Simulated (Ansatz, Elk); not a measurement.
**LuP3: X-ray structure factors from the self-consistent density**

The structure of LuP3 used here is made up (a known structure type with other elements) and was relaxed beforehand with PBE. The aim is the Fourier transform of its all-electron density, F(hkl), set beside the sum over free spherical atoms that refinements use.

Calculated with Elk 11.2.3 (patched build); DFT, PBE, all-electron APW+lo, Dirac cores, scalar-relativistic bands, static density, no spin.

This account leaves out most program logs.

The structure was built from a prototype and need not be the compound's stable phase.

## Step 1: The starting structure

The structure is hexagonal, space group P6_3/mmc (No. 194). Conventional cell: a = 5.744 Å, b = 5.744 Å, c = 5.246 Å, α = 90.00°, β = 90.00°, γ = 120.00°. Nearest to Lu lie 12 P at 2.89 to 2.95 Å. P has 2 P at 2.33 Å and 4 Lu at 2.89 to 2.95 Å nearest. Farther neighbours are not listed.

## Step 2: Ground state and structure factors

An all-electron density is needed, since X-rays see the cores too. Task 0 finds the density and task 195 Fourier-transforms it; tshift is off so that phases refer to the origin typed.

Input file elk.in:

```
tasks
  0
  195

xctype
  20

spinpol
  .false.

rgkmax
  7.0

gmaxvr
  14.0

lmaxo
  7

lmaxapw
  8

swidth
  0.002

tshift
  .false.

ramdisk
  .false.

hmaxvr
  5.5

maxscl
  120

epspot
  1e-06

sppath
  './'

avec
  10.85427674922 -0.00000000000 -0.00000000000
  -5.42713837461 9.40007940453 0.00000000000
  -0.00000000000 -0.00000000000 9.91315512582

atoms
  2
  'Lu.in'
  2
  0.6666666667 0.3333333333 0.2500000000   0.000000 0.000000 0.000000
  0.3333333333 0.6666666667 0.7500000000   0.000000 0.000000 0.000000
  'P.in'
  6
  0.8016790634 0.1983209366 0.7500000000   0.000000 0.000000 0.000000
  0.3966418731 0.1983209366 0.7500000000   0.000000 0.000000 0.000000
  0.8016790634 0.6033581269 0.7500000000   0.000000 0.000000 0.000000
  0.6033581269 0.8016790634 0.2500000000   0.000000 0.000000 0.000000
  0.1983209366 0.8016790634 0.2500000000   0.000000 0.000000 0.000000
  0.1983209366 0.3966418731 0.2500000000   0.000000 0.000000 0.000000

ngridk
  5 5 4
```

Launch:

```bash
$ OMP_NUM_THREADS=4 elk
```

Run time: 78 s. Hardware: 4 threads of Arm Neoverse N1, shared host; peak memory 0.31 GiB; 3.2 min of CPU time.

SFACRHO.OUT:

```text

h k l indices transformed by vhmat matrix:
   1.000000000       0.000000000       0.000000000    
   0.000000000       1.000000000       0.000000000    
   0.000000000       0.000000000       1.000000000    

      h      k      l  multipl.   |H|            Re(F)            Im(F)           |F|

      0      0      0      1   0.0000000       232.00000      0.26555447E-15   232.00000    
      0      0     -1      2  0.63382296      0.12294325E-13  0.17545856E-14  0.12418897E-13
     -1      0      0      6  0.66841832      -71.119090      0.33337127E-13   71.119090    
     -1      1     -1      6  0.92114852      -80.032805      0.10352055E-12   80.032805    
      0      1     -1      6  0.92114852       80.032805     -0.27196077E-13   80.032805    
     -2      1      0      6   1.1577345       108.75951     -0.14495241E-12   108.75951    
      0      0     -2      2   1.2676459      -184.42858     -0.10797535E-15   184.42858    
      2     -1     -1     12   1.3198790      0.67288202E-07  0.17545856E-14  0.67288202E-07
      2     -2      0      6   1.3368366      -87.332585     -0.10790702E-12   87.332585    
      0      1     -2      6   1.4330768       62.089427     -0.12282099E-13   62.089427    
      1      0     -2      6   1.4330768       62.089427      0.22809613E-13   62.089427    
      0      2     -1      6   1.4794809      -144.03651      0.53514862E-13   144.03651    
     -2      0      1      6   1.4794809       144.03651     -0.83342818E-13   144.03651    
      2     -1     -2     12   1.7167630      -99.888973     -0.90314458E-13   99.888973    
     -2      3      0     12   1.7684687      -26.702420      0.45619227E-13   26.702420    
      2     -2      2      6   1.8422970       78.106952      0.11053890E-12   78.106952    
     -2      0     -2      6   1.8422970       78.106952     -0.44741934E-13   78.106952    
     -2     -1      1     12   1.8786200      -93.559327      0.37284945E-13   93.559327
```

Elk indexes on the primitive cell of elk.in and gives |H| = 4π sin θ/λ in inverse bohr. Below, one row stands for each form hkl of the conventional cell (m members, Friedel mates merged), F is for one primitive cell and the density is static (no thermal factor). Free-atom factors are Waasmaier and Kirfel's, and R is Σm||F|−|F'||/Σm|F|.

```csv
hkl,m,sin θ/λ (Å⁻¹),"abs F, DFT",neutral atoms,diff.
001,2,0.095,0.000,0.000,+0.000
100,6,0.101,71.119,70.923,+0.196
101,12,0.139,80.033,80.342,-0.309
110,6,0.174,108.760,109.322,-0.562
002,2,0.191,184.429,184.748,-0.319
111,12,0.199,0.000,0.000,+0.000
200,6,0.201,87.333,87.324,+0.009
102,12,0.215,62.089,62.222,-0.133
201,12,0.223,144.036,144.256,-0.220
112,12,0.258,99.889,100.273,-0.384
210,12,0.266,26.702,26.828,-0.126
202,12,0.277,78.107,78.469,-0.362
211,24,0.282,93.559,93.731,-0.172
003,2,0.286,0.000,0.000,+0.000
```

## Step 3: The highest occupied states alone

An energy window below the Fermi level keeps the highest occupied states, to see at which angles they scatter; shallow core shells can lie inside it and anion s states outside. No new self-consistency is needed.

Changes to elk.in since step 2:

```diff
@@ -1,3 +1,2 @@
 tasks
-  0
   195
@@ -40,2 +39,5 @@
 
+wsfac
+  -0.150220 0.590770
+
 sppath
```

Launch:

```bash
$ OMP_NUM_THREADS=4 elk
```

Run time: 34 s. Hardware: 4 threads; peak memory 0.22 GiB; 39 s of CPU time.

States within 12 eV below the Fermi level hold 60.00 electrons; any levels below the window count with the cores. Their amplitudes can exceed the total, where window and core parts have opposite phase:

```csv
hkl,sin θ/λ (Å⁻¹),"abs F, window","abs F, all"
001,0.095,0.000,0.000
100,0.101,14.679,71.119
101,0.139,18.070,80.033
110,0.174,21.476,108.760
002,0.191,29.096,184.429
111,0.199,0.000,0.000
200,0.201,13.998,87.333
102,0.215,11.094,62.089
201,0.223,22.289,144.036
112,0.258,19.859,99.889
```

## Step 4: Another functional

The difference from free atoms is small, so it is set against the change that PBEsol makes.

Changes to elk.in since step 3:

```diff
@@ -1,2 +1,3 @@
 tasks
+  0
   195
@@ -4,3 +5,3 @@
 xctype
-  20
+  22
 
@@ -39,5 +40,2 @@
 
-wsfac
-  -0.150220 0.590770
-
 sppath
```

Launch:

```bash
$ OMP_NUM_THREADS=4 elk
```

The job ended after 78 s (4 threads; peak memory 0.29 GiB; 3.1 min of CPU time).

Against the first run R = 0.02 %; the largest change is -0.057 at 201.

## Step 5: A coarser k-mesh

About half the k-points along each axis test the sampling.

Changes to elk.in since step 4:

```diff
@@ -5,3 +5,3 @@
 xctype
-  22
+  20
 
@@ -64,2 +64,2 @@
 ngridk
-  5 5 4
+  2 2 2
```

Launch:

```bash
$ OMP_NUM_THREADS=4 elk
```

It took 54 s on 4 threads; peak memory 0.29 GiB.

Against the first run R = 0.01 %; the largest change is +0.107 at 002.

## Step 6: Settings against the effect

| run | R against the first run (%) | R against neutral atoms, low angle (%) | wall time |
| --- | --- | --- | --- |
| PBE, rgkmax 7 | 0.00 | 0.27 | 78 s |
| PBEsol | 0.02 | 0.28 | 78 s |
| k-mesh 2×2×2 | 0.01 | 0.27 | 54 s |

## Step 7: Outcome

```yaml
r_against_neutral_atoms_sin_theta_lambda_0p3_a_minus1: 0.27 %
r_against_neutral_atoms_0p3_to_0p77_a_minus1: 0.22 %
```

**Reading.** Independent neutral atoms miss the calculated amplitudes by R = 0.27 % below 0.3 Å⁻¹ and 0.22 % from there to 0.77 Å⁻¹; by shells, 0.35 % below 0.15 Å⁻¹ (2 forms), 0.26 % 0.15 to 0.3 (9 forms), 0.23 % 0.3 to 0.45 (22 forms), 0.22 % above 0.45 (99 forms). Bonding, aspherical density and the tables' own atoms all enter these figures, and the runs don't part them. The largest change of an amplitude is -0.56 electrons, at 110. The window's part falls from 60.0 electrons at the origin to at most 12.02 between 0.45 and 0.77 Å⁻¹, where compact states inside the window still scatter. Below 0.3 Å⁻¹ the changes that finished (PBEsol and k-mesh 2×2×2) move F by R = 0.04 % at most, against the 0.27 % that separates it from free atoms. The basis has no finished test. Spin-orbit coupling is left out, which can matter for elements this heavy. Part of the difference isn't bonding: the tables are fits to free atoms and ions calculated by other methods than this functional. Thermal motion, anomalous dispersion and extinction are left out.

[Logs are printed without paths, hosts, clocks, repeated set-up lines and the standing remarks that a program may print on its own settings, such as how far it seeks lower states.]

[Hosts, paths, dates, database ids (printed as entryN), source tags and the programs' standing remarks are cut or masked in the printed files.]
